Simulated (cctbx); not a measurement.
# Ba2CeTiTe5: as given, inverted or twinned?

Space group Cmc2_1 (no. 36), a = 4.5790 Å, b = 20.1860 Å, c = 13.7600 Å, α = 90.00°, β = 90.00°, γ = 90.00°.

```
atom  mult.    x       y       z  Ueq (Å²)
 Ce1      4  1/2  0.2927  0.4852    0.0202
 Ba1      4  1/2  0.3858  0.8206    0.0175
 Ba2      4  1/2  0.3746  0.1859    0.0146
 Te1      4  1/2  0.4564  0.4518    0.0176
 Te2      4    0  0.4941  0.2366    0.0137
 Te3      4  1/2  0.1850  0.1375    0.0188
 Te4      4  1/2  0.2103  0.8320    0.0133
 Te5      4  1/2  0.1422  0.5023    0.0168
 Ti1      4  1/2  0.0593  0.0651    0.0231
```

This is a model crystal, built by substitution and not relaxed, with assumed displacement parameters.

Data sets are simulated with cctbx and refined with Bijvoet mates kept apart; Flack x is then fitted as the share of an inverted twin with the atoms fixed, Hooft y from the Bijvoet differences. The group is acentric but holds improper operations, so there is an absolute structure (orientation) and no hand.

Untwinned crystal. What Flack and Hooft values should come out?

```
  λ (Å)  extinction (unmodelled)  d min (Å)  top counts  error (%)     model      R1  Flack x  s.u.  Hooft y   s.u.  pairs
0.71073                        0       0.77       20000          6  as given  0.0264     0.05  0.07   -0.026  0.067    779
0.71073                        0       0.77       20000          6  inverted  0.0283     0.95  0.07    1.026  0.067    779
1.54184                        0       0.83        5000        1.5  as given  0.0277     0.05  0.02    0.025  0.023    633
```

With Mo Kα, x is within 3 s.u. of 0, so the absolute structure is right, though an s.u. above 0.04 can't exclude a small twin share. With Cu Kα, x is within 3 s.u. of 0, so the absolute structure is right. Inverting the model turns x into about 1 − x.

A further crystal gives:

| λ (Å) | extinction (unmodelled) | d min (Å) | top counts | error (%) | model | R1 | Flack x | s.u. | Hooft y | s.u. | pairs |
| --- | --- | --- | --- | --- | --- | --- | --- | --- | --- | --- | --- |
| 0.6889 | 0 | 0.75 | 20000 | 4 | as given | 0.0243 | 0.32 | 0.07 | 0.363 | 0.060 | 846 |

**Question.** What is it?

It was simulated as an inversion twin with a fraction 0.3 of the inverted domain. Flack x is over 3 s.u. from both 0 and 1 and reads that fraction.

[Logs are printed without paths, hosts, clocks, repeated set-up lines and the standing remarks that a program may print on its own settings, such as how far it seeks lower states.]
